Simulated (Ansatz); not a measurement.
# Direct or indirect: GaN (F-43m)

```cif
data_structure
_symmetry_space_group_name_H-M 'F-43m'
_symmetry_Int_Tables_number 216
_cell_length_a 4.5070
_cell_length_b 4.5070
_cell_length_c 4.5070
_cell_angle_alpha 90.000
_cell_angle_beta 90.000
_cell_angle_gamma 90.000
_cell_volume 91.55
loop_
_atom_site_label
_atom_site_type_symbol
_atom_site_symmetry_multiplicity
_atom_site_Wyckoff_symbol
_atom_site_fract_x
_atom_site_fract_y
_atom_site_fract_z
_atom_site_occupancy
Ga1 Ga 4 a 0.00000 0.00000 0.00000 1
N1 N 4 d 0.25000 0.25000 0.75000 1
```

Method: Ansatz, PBE, independent particles, without spin-orbit coupling, line width 0.1 eV (Gaussian). The band structure gives a fundamental gap of 1.72 eV. The spectrum of vertical transitions near the edge:

```csv
E (eV),"Im ε, E ∥ xyz"
1.26,0.00
1.38,0.00
1.50,0.00
1.62,0.03
1.74,0.30
1.86,0.69
1.98,0.92
2.10,1.06
2.22,1.16
2.34,1.24
2.46,1.31
2.58,1.37
2.70,1.42
2.82,1.47
2.94,1.51
```

Task: Is the gap direct or indirect, and about where do vertical transitions set in?

Result: Direct: the band path has its least direct gap at the fundamental one, 1.72 eV, and the curves rise from there. Lines are broadened by 0.1 eV, which spreads the edge.

[Logs are printed without paths, hosts, clocks, repeated set-up lines and the standing remarks that a program may print on its own settings, such as how far it seeks lower states.]
